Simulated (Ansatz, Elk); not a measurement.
# BaCuSCl: X-ray structure factors from the self-consistent density

The structure of BaCuSCl used here is made up (a known structure type with other elements) and was relaxed beforehand with PBE. The aim is the Fourier transform of its all-electron density, F(hkl), set beside the sum over free spherical atoms that refinements use.

Program: Elk 11.2.3 (patched build). Level of theory: DFT, PBE, all-electron APW+lo, Dirac cores, scalar-relativistic bands, static density, no spin. Results are calculated unless marked as measured.

This account leaves out most program logs.

The structure was built from a prototype and need not be the compound's stable phase.

## (1) The starting structure

Symmetry: P4/nmm, No. 129, tetragonal system. Conventional cell: a = 4.542 Å, b = 4.542 Å, c = 9.233 Å, α = 90.00°, β = 90.00°, γ = 90.00°. Nearest to Ba lie 4 Cl at 3.05 Å and 4 Cu at 3.44 Å and 5 S at 3.57 to 3.62 Å. Cu has 4 S at 2.49 Å nearest. Nearest to Cl lie 4 Ba at 3.05 Å. S has 4 Cu at 2.49 Å and 5 Ba at 3.57 to 3.62 Å nearest. Farther neighbours and most contacts between anions are not listed.

Structure file:

```cif
data_structure
_symmetry_space_group_name_H-M 'P4/nmm:1'
_symmetry_Int_Tables_number 129
_cell_length_a 4.5419
_cell_length_b 4.5419
_cell_length_c 9.2326
_cell_angle_alpha 90.000
_cell_angle_beta 90.000
_cell_angle_gamma 90.000
_cell_volume 190.46
loop_
_atom_site_label
_atom_site_type_symbol
_atom_site_symmetry_multiplicity
_atom_site_Wyckoff_symbol
_atom_site_fract_x
_atom_site_fract_y
_atom_site_fract_z
_atom_site_occupancy
Ba1 Ba 2 c 0.50000 0.00000 0.21989 1
Cu1 Cu 2 b 0.00000 0.00000 0.50000 1
Cl1 Cl 2 a 0.00000 0.00000 0.00000 1
S1 S 2 c 0.50000 0.00000 0.61144 1
```

## (2) Ground state and structure factors

An all-electron density is needed, since X-rays see the cores too. Task 0 finds the density and task 195 Fourier-transforms it; tshift is off so that phases refer to the origin typed.

Contents of elk.in:

```
tasks
  0
  195

xctype
  20

spinpol
  .false.

rgkmax
  7.0

gmaxvr
  14.0

lmaxo
  7

lmaxapw
  8

swidth
  0.002

tshift
  .false.

ramdisk
  .false.

hmaxvr
  5.5

maxscl
  120

epspot
  1e-06

sppath
  './'

avec
  8.58302010343 -0.00000000000 -0.00000000000
  0.00000000000 8.58302010343 -0.00000000000
  -0.00000000000 -0.00000000000 17.44715705941

atoms
  4
  'Ba.in'
  2
  0.5000000000 -0.0000000000 0.2198873526   0.000000 0.000000 0.000000
  0.0000000000 0.5000000000 0.7801126474   0.000000 0.000000 0.000000
  'Cu.in'
  2
  -0.0000000000 -0.0000000000 0.5000000000   0.000000 0.000000 0.000000
  0.5000000000 0.5000000000 0.5000000000   0.000000 0.000000 0.000000
  'Cl.in'
  2
  0.0000000000 -0.0000000000 0.0000000000   0.000000 0.000000 0.000000
  0.5000000000 0.5000000000 0.0000000000   0.000000 0.000000 0.000000
  'S.in'
  2
  0.5000000000 0.0000000000 0.6114351567   0.000000 0.000000 0.000000
  -0.0000000000 0.5000000000 0.3885648433   0.000000 0.000000 0.000000

ngridk
  5 5 3
```

Command:

```
$ OMP_NUM_THREADS=4 elk
```

Wall time 79 s (4 threads of Arm Neoverse V1, shared host); peak memory 0.35 GiB; 3.2 min of CPU time.

SFACRHO.OUT:

```text

h k l indices transformed by vhmat matrix:
   1.000000000       0.000000000       0.000000000    
   0.000000000       1.000000000       0.000000000    
   0.000000000       0.000000000       1.000000000    

      h      k      l  multipl.   |H|            Re(F)            Im(F)           |F|

      0      0      0      1   0.0000000       236.00000      0.92443336E-16   236.00000    
      0      0      1      2  0.36012660      -26.941328     -0.66889268E-14   26.941328    
      0      0     -2      2  0.72025319      -5.6061286     -0.78037479E-14   5.6061286    
      1      0      0      4  0.73204830       0.0000000      0.56889922E-13  0.56889922E-13
      1      0      1      4  0.81583447     -0.60200341E-13  -80.165038       80.165038    
      1      0     -1      4  0.81583447      0.11148211E-13   80.165038       80.165038    
      0     -1     -2      4   1.0269661      0.11148211E-14  -60.017977       60.017977    
      0      1      2      4   1.0269661      0.13935264E-14   60.017977       60.017977    
      1      1      0      4   1.0352726      -43.129833      0.24903366E-13   43.129833    
      0      0     -3      2   1.0803798      -60.782488     -0.24526065E-13   60.782488    
      1      1     -1      8   1.0961207      -21.577419      0.33444634E-14   21.577419    
      1     -1      2      8   1.2611717       152.54658     -0.49052130E-13   152.54658    
      0      1     -3      4   1.3050346      0.20066780E-13   94.998482       94.998482    
      0     -1      3      4   1.3050346      0.20066780E-13  -94.998482       94.998482    
      0      0     -4      2   1.4405064       111.53650      0.70233731E-13   111.53650    
      0     -2      0      4   1.4640966       175.83796      0.98767310E-13   175.83796    
     -1      1      3      8   1.4963322       13.625565      0.55741056E-14   13.625565    
     -2      0     -1      4   1.5077367      -21.841919     -0.24526065E-13   21.841919
```

Elk indexes on the primitive cell of elk.in and gives |H| = 4π sin θ/λ in inverse bohr. Below, one row stands for each form hkl of the conventional cell (m members, Friedel mates merged), F is for one primitive cell and the density is static (no thermal factor). Free-atom factors are Waasmaier and Kirfel's, and R is Σm||F|−|F'||/Σm|F|.

```csv
hkl,m,sin θ/λ (Å⁻¹),"abs F, DFT",neutral atoms,diff.,abs of complex diff.
001,2,0.054,26.941,27.071,-0.130,0.130
002,2,0.108,5.606,5.671,-0.065,0.065
100,4,0.110,0.000,0.000,+0.000,0.000
101,8,0.123,80.165,80.128,+0.037,0.037
102,8,0.154,60.018,59.662,+0.356,0.356
110,4,0.156,43.130,42.630,+0.500,0.500
003,2,0.163,60.782,61.709,-0.927,0.927
111,8,0.165,21.577,22.540,-0.963,0.963
112,8,0.190,152.547,152.702,-0.155,0.155
103,8,0.196,94.999,94.949,+0.049,0.049
004,2,0.217,111.537,112.016,-0.479,0.479
200,4,0.220,175.838,176.189,-0.351,0.351
113,8,0.225,13.626,12.948,+0.677,0.677
201,8,0.227,21.842,22.487,-0.645,0.645
```

## (3) The highest occupied states alone

An energy window below the Fermi level keeps the highest occupied states, to see at which angles they scatter; shallow core shells can lie inside it and anion s states outside. No new self-consistency is needed.

Changes to elk.in since step 2:

```diff
@@ -1,3 +1,2 @@
 tasks
-  0
   195
@@ -40,2 +39,5 @@
 
+wsfac
+  -0.232830 0.508160
+
 sppath
```

Command:

```
$ OMP_NUM_THREADS=4 elk
```

The job ended after 35 s (4 threads; peak memory 0.24 GiB; 39 s of CPU time).

States within 12 eV below the Fermi level hold 44.00 electrons; any levels below the window count with the cores. Their amplitudes can exceed the total, where window and core parts have opposite phase:

```csv
hkl,sin θ/λ (Å⁻¹),"abs F, window","abs F, all"
001,0.054,16.619,26.941
002,0.108,26.086,5.606
100,0.110,0.000,0.000
101,0.123,3.053,80.165
102,0.154,3.900,60.018
110,0.156,17.088,43.130
003,0.163,8.390,60.782
111,0.165,7.788,21.577
112,0.190,17.767,152.547
103,0.196,1.871,94.999
```

## (4) Another functional

The difference from free atoms is small, so it is set against the change that LDA (Perdew-Wang) makes.

Changes to elk.in since step 3:

```diff
@@ -1,2 +1,3 @@
 tasks
+  0
   195
@@ -4,3 +5,3 @@
 xctype
-  20
+  3
 
@@ -39,5 +40,2 @@
 
-wsfac
-  -0.232830 0.508160
-
 sppath
```

Command:

```
$ OMP_NUM_THREADS=4 elk
```

Run time: 58 s. Hardware: 4 threads; peak memory 0.27 GiB; 2.7 min of CPU time.

Against the first run R = 0.04 %; the largest change is +0.080 at 003.

## (5) A coarser k-mesh

About half the k-points along each axis test the sampling.

Changes to elk.in since step 4:

```diff
@@ -5,3 +5,3 @@
 xctype
-  3
+  20
 
@@ -68,2 +68,2 @@
 ngridk
-  5 5 3
+  2 2 2
```

Command:

```
$ OMP_NUM_THREADS=4 elk
```

It took 63 s on 4 threads; peak memory 0.34 GiB; 2 min of CPU time.

Against the first run R = 0.01 %; the largest change is +0.033 at 110.

## (6) Settings against the effect

```csv
run,R against the first run (%),"R against neutral atoms, low angle (%)",wall time
"PBE, rgkmax 7",0.00,0.48,79 s
LDA (Perdew-Wang),0.04,0.48,58 s
k-mesh 2×2×2,0.01,0.49,63 s
```

## (7) Results

| Quantity | Value |
| --- | --- |
| R against neutral atoms, sin θ/λ < 0.3 Å⁻¹ | 0.48 % |
| R against neutral atoms, 0.3 to 0.62 Å⁻¹ | 0.16 % |

**Reading.** Independent neutral atoms miss the calculated amplitudes by R = 0.48 % below 0.3 Å⁻¹ and 0.16 % from there to 0.62 Å⁻¹; by shells, 0.10 % below 0.15 Å⁻¹ (3 forms), 0.51 % 0.15 to 0.3 (19 forms), 0.21 % 0.3 to 0.45 (38 forms), 0.13 % above 0.45 (81 forms). Bonding, aspherical density and the tables' own atoms all enter these figures, and the runs don't part them. The largest change of an amplitude is -0.96 electrons, at 111. The window's part falls from 44.0 electrons at the origin to at most 5.06 between 0.45 and 0.62 Å⁻¹, where compact states inside the window still scatter. Below 0.3 Å⁻¹ the changes that finished (LDA (Perdew-Wang) and k-mesh 2×2×2) move F by R = 0.04 % at most, against the 0.48 % that separates it from free atoms. The basis has no finished test. These runs have no spin, though d or f shells may be open. Part of the difference isn't bonding: the tables are fits to free atoms and ions calculated by other methods than this functional. Thermal motion, anomalous dispersion and extinction are left out.

[Logs are printed without paths, hosts, clocks, repeated set-up lines and the standing remarks that a program may print on its own settings, such as how far it seeks lower states.]

[Hosts, paths, dates, database ids (printed as entryN), source tags and the programs' standing remarks are cut or masked in the printed files.]
